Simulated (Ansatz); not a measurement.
# F_O in MgO (Fm-3m): charge-transition levels and formation energies

Wanted: the transition levels of a substitutional impurity in MgO (Fm-3m), from a cell of 54 host atoms with 1 O taken out and 1 F put in.

Program: Ansatz 0.2.0. Level of theory: place-levels on r2SCAN runs: charge-transition levels and formation energies with image-charge correction and potential alignment at the atomic sites; PAW set soft_1. Results are calculated unless marked as measured.

**Measured values to reproduce.**

“Electronic structure of alkaline earth and post-transition metal oxides” (2009, arxiv:0908.1581) quotes from earlier work for MgO, rocksalt (bulk crystal): band gap (literature experimental gap) 7.83 eV [Literature value based on experiment; other listed experimental values range from 7.7 to …].

Report form: the programs' logs are mostly left out.

### 1. The starting structure

The cell holds 54 atoms: 27 Mg, 26 O and 1 F. Cell: a = 8.925 Å, b = 8.925 Å, c = 8.925 Å, α = 60.0°, β = 60.0°, γ = 60.0°. It derives from MgO (space group Fm-3m). Nearest the centre at fractional (0.500, 0.500, 0.500): F28 at 0.00 Å, Mg51 at 2.10 Å, Mg47 at 2.10 Å, Mg35 at 2.10 Å, Mg45 at 2.10 Å, Mg29 at 2.10 Å, Mg33 at 2.10 Å, O30 at 2.98 Å.

Coordinates:

```xyz
54
Lattice="0.0000 6.3112 6.3112 6.3112 0.0000 6.3112 6.3112 6.3112 0.0000" Properties=species:S:1:pos:R:3 pbc="T T T"
Mg    0.0000    0.0000    0.0000
O     2.1037    2.1037    2.1037
Mg    2.1037    2.1037    0.0000
O     4.2075    4.2075    2.1037
Mg    4.2075    4.2075    0.0000
O     6.3112    6.3112    2.1037
Mg    2.1037    0.0000    2.1037
O     4.2075    2.1037    4.2075
Mg    4.2075    2.1037    2.1037
O     6.3112    4.2075    4.2075
Mg    6.3112    4.2075    2.1037
O     8.4150    6.3112    4.2075
Mg    4.2075    0.0000    4.2075
O     6.3112    2.1037    6.3112
Mg    6.3112    2.1037    4.2075
O     8.4150    4.2075    6.3112
Mg    8.4150    4.2075    4.2075
O    10.5187    6.3112    6.3112
Mg    0.0000    2.1037    2.1037
O     2.1037    4.2075    4.2075
Mg    2.1037    4.2075    2.1037
O     4.2075    6.3112    4.2075
Mg    4.2075    6.3112    2.1037
O     6.3112    8.4150    4.2075
Mg    2.1037    2.1037    4.2075
O     4.2075    4.2075    6.3112
Mg    4.2075    4.2075    4.2075
F     6.3112    6.3112    6.3112
Mg    6.3112    6.3112    4.2075
O     8.4150    8.4150    6.3112
Mg    4.2075    2.1037    6.3112
O     6.3112    4.2075    8.4150
Mg    6.3112    4.2075    6.3112
O     8.4150    6.3112    8.4150
Mg    8.4150    6.3112    6.3112
O    10.5187    8.4150    8.4150
Mg    0.0000    4.2075    4.2075
O     2.1037    6.3112    6.3112
Mg    2.1037    6.3112    4.2075
O     4.2075    8.4150    6.3112
Mg    4.2075    8.4150    4.2075
O     6.3112   10.5187    6.3112
Mg    2.1037    4.2075    6.3112
O     4.2075    6.3112    8.4150
Mg    4.2075    6.3112    6.3112
O     6.3112    8.4150    8.4150
Mg    6.3112    8.4150    6.3112
O     8.4150   10.5187    8.4150
Mg    4.2075    4.2075    8.4150
O     6.3112    6.3112   10.5187
Mg    6.3112    6.3112    8.4150
O     8.4150    8.4150   10.5187
Mg    8.4150    8.4150    8.4150
O    10.5187   10.5187   10.5187
```

Screening for the image-charge correction: ε∞ = 3.24, ε0 = 10.37, from a response run on this crystal (DFPT, PBEsol) at that run's own cell.

The cell's shortest repeat is 8.9 Å.

### 2. Charge states

Levels follow from differences of total energies between charge states, each relaxed by itself.

Random displacements of about 0.05 Å break the site symmetry at the start, so that the relaxation can reach a distorted minimum if there is one. Forces are taken at one point at (¼, ¼, ¼). The cell holds 1 electron more than the neutral one, with a uniform background that keeps it neutral on the whole.

The sampling was tested on the host first: at the k-points planned (1x1x1 shifted 0.25 0.25 0.25) its energy lies 0.020 eV an atom from the dense-mesh value, under the bound of 0.02 eV set for this test; that bounds the host's error, not the defect's.

One state's input; the others differ in charge, spin, start and seed, and in occupations where the table says so.

qm1.relax/input.yaml

```yaml
crystal:
  lattice:
    - [0.0, 2.10374764, 2.10374764]
    - [2.10374764, 0.0, 2.10374764]
    - [2.10374764, 2.10374764, 0.0]
  atoms:
    - { symbol: Mg, position: [0.0, 0.0, 0.0] }
    - { symbol: O, position: [0.5, 0.5, 0.5] }
  supercell: [3, 3, 3]
  defects: [{ substitution: { at: 27, symbol: F } }]
total_charge: -1
basis:
  ecutwfc: 500
  xc_grid: 2
hamiltonian:
  xc: r2scan
  pseudopotentials: { kind: paw, azcp: { folder: soft_1 } }
kpoints:
  mp_grid: { grid: [1, 1, 1], shift: [0.25, 0.25, 0.25] }
scf:
  occupations: { method: fixed }
  max_iter: 60
output:
  forces: true
  charged_corrections: { epsilon: 3.24, static_epsilon: 10.37 }
relax:
  f_tol: 0.02
  max_steps: 80
  random_displacement: { amplitude: 0.05, seed: 3302 }
checkpoint:
  write: "../qm1.relax.run"
  compress: false
  write_wavefunctions: true
  write_every: 100000
```

Command:

```bash
> ansatz run input.yaml --threads 4 --pin off --max-ram 7536MiB --backend cpu --events-out ev --progress --plain --runs-dir out
```

Defect states can disperse in a cell of this size, so the energy is taken again at a 2×2×2 shifted mesh, on the relaxed structure.

The run of this state that the levels use, under r2SCAN:

qm1.point/input.yaml

```yaml
crystal:
  checkpoint: "../qm1.relax.run"
  host: checkpoint
total_charge: -1
basis:
  ecutwfc: 500
  xc_grid: 2
hamiltonian:
  xc: r2scan
  pseudopotentials: { kind: paw, azcp: { folder: soft_1 } }
kpoints:
  mp_grid: { grid: [2, 2, 2], shift: [0.5, 0.5, 0.5] }
scf:
  occupations: { method: fermi_dirac, width: 0.01 }
  max_iter: 60
output:
  forces: true
  eigenvalues: true
  charged_corrections:
    epsilon: 3.24
    static_epsilon: 10.37
    defect_position: [0.5, 0.5, 0.5]
  eigenstates: { localisation: true }
  populations: true
  band_densities: [{ bands: [v1, v1] }, { bands: [c1, c1] }]
  write_density: true
  write_potential: true
  volumetric_format: npy
  elf: true
checkpoint:
  read: "../qm1.relax.run"
  write: "../qm1.point.run"
  compress: false
  write_wavefunctions: false
  write_every: 100000
```

Relaxations under r2SCAN at one point at (¼, ¼, ¼); times on 4 threads of Arm Neoverse V1, shared host:

```tsv
charge	moment (μB)	occupations	outcome	steps	largest displacement against the far atoms (Å)	time
−1	0	fixed	converged	6	0.09	72 s
0	1	fixed	converged	5	0.09	2.3 min
+1	0	fixed	converged	5	0.10	59 s
```

Single points under r2SCAN at a 2×2×2 shifted mesh; times on 4 threads of Arm Neoverse V1, shared host:

```tsv
charge	moment (μB)	occupations	outcome	time
−1	0	fermi-dirac	converged	64 s
0	1	fermi-dirac	converged	2.6 min
+1	0	fermi-dirac	converged	59 s
```

Distances (Å) from F28 to the nearest atoms after relaxation with r2SCAN:

```tsv
charge	moment (μB)	1.	2.	3.	4.	5.	6.
−1	0	Mg 2.19	Mg 2.19	Mg 2.19	Mg 2.19	Mg 2.19	Mg 2.19
0	1	Mg 2.20	Mg 2.20	Mg 2.20	Mg 2.20	Mg 2.20	Mg 2.20
+1	0	Mg 2.20	Mg 2.20	Mg 2.20	Mg 2.20	Mg 2.20	Mg 2.20
```

### 3. Levels against the band edges, r2SCAN

A charged cell interacts with its images and the background, and its potential has another zero than the host's. place-levels removes the first by a point-charge model, screened by the static dielectric constant since the ions have relaxed around the charge, and the second by comparing potentials at atoms far from the defect.

The host is a run of the defect-free crystal in the same cutoffs, grids and k-points, so that basis and sampling errors cancel in part in the differences. The host is run in a cell of 2 atoms on a matching mesh. Its band edges are searched through the zone by a band path, so the gap is smaller than, or equal to, that on the mesh. Chemical potentials are energies per atom of O (O2 molecule) and F (F2 molecule), run with the same functional and cutoff.

levels.point.yaml

```yaml
host:
  run: host.point.run
states: [qm1.point.run, q0_M1.point.run, qp1.point.run]
geometry_from:
  qm1.point.run: qm1.relax.run
  q0_M1.point.run: q0_M1.relax.run
  qp1.point.run: qp1.relax.run
chemical_potentials:
  O:
    energy: -565.989614
    dataset: <sha256 of the dataset>
  F:
    energy: -806.862156
    dataset: "<sha256 of the dataset>"
epsilon: 3.24
static_epsilon: 10.37
vertical:
  - { from: qm1.point.run, to: qm1.point_neutral.run }
  - { from: qp1.point.run, to: qp1.point_neutral.run }
```

Command:

```bash
> ansatz place-levels levels.point.yaml -- --threads 4 --pin off --max-ram 7536MiB
```

Elapsed: 0.29 s, on 4 threads of Arm Neoverse V1, shared host.

Levels between the charges placed, in eV above the valence top:

```tsv
	gap (eV)	(+1/0)	(0/−1)
r2SCAN	5.68	5.72	5.68
```

Corrections by state:

```tsv
charge	moment (μB)	image terms and alignment (eV)	band filling (eV)	ε used	over the lowest of its charge, as the program ranks them, band filling apart (eV)
+1	0.0	0.264	-	10.37	0.000
0	1.0	0.000	-0.580	-	0.000
−1	0.0	0.124	-1.615	10.37	0.000
```

The charged structures listed were also run neutral, and place-levels reads from each pair, by the potential or the spins, how wide the charge is by which they differ; that can be the carrier of either run.

```tsv
charge	rms radius (Å)	spread where it is widest against the cell (Å)	wide from (Å)	reading
+1	3.6	2.07	1.26	wide
−1	4.0	2.33	1.26	wide
```

The neutral runs of these pairs need not share the spin of the lowest neutral state, and very wide values only mean spread over the cell.

From the program's caveats on the states, each cut to its opening words:

- charge +1: it parts from the run at its places by a charge that spreads by about 2.1 Å along one vector (1.3 Å or more is wide), by its potential at epsilon 3.24, taken [...]
- charge +1, 0 (1 μB), −1: its alignment with the host at atomic sites is doubtful: the cell is too small to show whether the defect's potential has decayed: take a larger one
- charge 0 (1 μB): a band-filling correction moves a carrier to the host's band edge, which changes its energy by -0.580 eV
- charge 0 (1 μB): its moments are held at its close (magnetization.spin_locking), by a field of 0.387 eV a Bohr magneton, and its energy and levels are of the state that this [...]
- charge 0 (1 μB): flagged: stability check not made
- charge −1: how wide its charge is, is not read beside other atoms or cores, and a band state would take no correction
- charge −1: a band-filling correction moves a carrier to the host's band edge, which changes its energy by -1.615 eV
- charge −1: the host's ions (past the first shell or, of a walk that freed a part, those that it held) aren't shown at rest: they stand up to 0.015 Å off their sites, 0.28 [...]

The host's formation energy from the elements is -2.963 eV per atom; it sets how far the chemical potentials can move.

Formation energies (eV), Mg-rich (Δμ(Mg) = 0.00 eV, Δμ(O) = -5.93 eV, Δμ(F) = 0.00 eV):

```tsv
charge	Fermi level at the valence top	at the conduction bottom
+1	-8.56	-2.89
0	-2.85	-2.85
−1	2.83	-2.85
```

Formation energies (eV), O-rich (Δμ(O) = 0.00 eV, Δμ(Mg) = -5.93 eV, Δμ(F) = 0.00 eV):

```tsv
charge	Fermi level at the valence top	at the conduction bottom
+1	-2.64	3.04
0	3.08	3.08
−1	8.75	3.08
```

### 4. Effect of the sampling

The relaxations' own energies give the levels at their sampling, for comparison.

levels.relax_mesh.yaml

```yaml
host:
  run: host.relax.run
states: [qm1.relax.run, q0_M1.relax.run, qp1.relax.run]
chemical_potentials:
  O:
    energy: -565.989614
    dataset: <sha256 of the dataset>
  F:
    energy: -806.862156
    dataset: "<sha256 of the dataset>"
```

Command:

```bash
> ansatz place-levels levels.relax_mesh.yaml -- --threads 4 --pin off --max-ram 7536MiB
```

The job ended after 0.09 s (4 threads).

Levels between neighbouring charges, in eV above the valence top:

```tsv
	gap (eV)	(+1/0)	(0/−1)
one point at (¼, ¼, ¼)	5.66	5.61	5.71
a 2×2×2 shifted mesh	5.68	5.72	5.68
```

Going from one point at (¼, ¼, ¼) to a 2×2×2 shifted mesh moves formation energies against the elements by up to 0.11 eV; band-filling terms, which differ between samplings, are in these energies.

### 5. Summary of results

* gap of the host: 5.68 eV (r2SCAN)
* level (plus 1/0): 5.72 eV above the valence top, past the conduction bottom, not a change between lowest states (6.30 eV above the valence top without the band-filling term)
* level (0/minus 1): 5.68 eV above the valence top, at the conduction bottom, not a change between lowest states (6.71 eV above the valence top without the band-filling term)
* lowest of the charges placed, just above the valence top (0.02 eV): +1
* lowest of the charges placed, just below the conduction bottom (0.02 eV): +1
* lowest formation energy at mid-gap of the charges run, Mg-rich: -5.72 eV
* lowest formation energy at mid-gap of the charges run, O-rich: 0.20 eV

Of the charges placed (−1, 0 and +1), +1 is the lowest from 0.02 eV above the valence top to 0.02 eV below the conduction bottom, a gap of 5.68 eV. Charges above +1 were not placed, so these runs say nothing of levels that involve them. States placed: +1 at 0 μB; 0 at 1 μB; −1 at 0 μB. Other spin states or structures, where not listed, weren't placed. The program finds carriers beyond a band edge of the host and adds a band-filling term at charge −1 (-1.61 eV) and 0 (-0.58 eV); steps to such a charge show no bound level, and a defect level inside a band would be read the same way. F is taken at its element; compounds, which aren't counted here, bound the chemical potentials and would shift these formation energies. The lowest formation energy (Mg-rich) is negative across the gap, so the defect would form by itself: these chemical potentials lie beyond what competing compounds allow, or the host is unstable against it. Going from one point at (¼, ¼, ¼) to a 2×2×2 shifted mesh moves formation energies against the elements by up to 0.11 eV; band-filling terms, which differ between samplings, are in these energies. The program doubts the alignment of potentials for at least one state, a sign that the cell is small. What this leaves open: the images are only 8.9 Å apart; r2SCAN makes the gap too small and tends to spread out bound carriers; where a gas molecule sets a chemical potential or the host's formation energy, its binding is uncorrected; force components of up to 0.13 eV/Å remain in a run at the final settings.

Computed beside measured:

| quantity | measured | r2SCAN |
| --- | --- | --- |
| band gap (least gap of the host) (eV) | 7.83 | 5.68 (-2.15 eV) |

Measured values from arxiv:0908.1581 (2009).

How well it matches: The band gap is off by -2.15 eV: a clear miss. Local and semilocal functionals usually give gaps below the measured ones. Zero-point and thermal motion shift the measured gap.

[Logs are printed without paths, hosts, clocks, repeated set-up lines and the standing remarks that a program may print on its own settings, such as how far it seeks lower states.]

[Hosts, paths, dates, database ids (printed as entryN), source tags and the programs' standing remarks are cut or masked in the printed files.]

[Where a table of states has a column of steps, it counts the stored structures, which are thinned; the runs took as many ionic steps or more.]

[A defect's name tells the site on which it was built; relaxed atoms can leave that site.]

[For some hosts the program warned that the k-mesh of the response run may be too coarse for force constants and the static dielectric constant; such warnings are not shown here.]
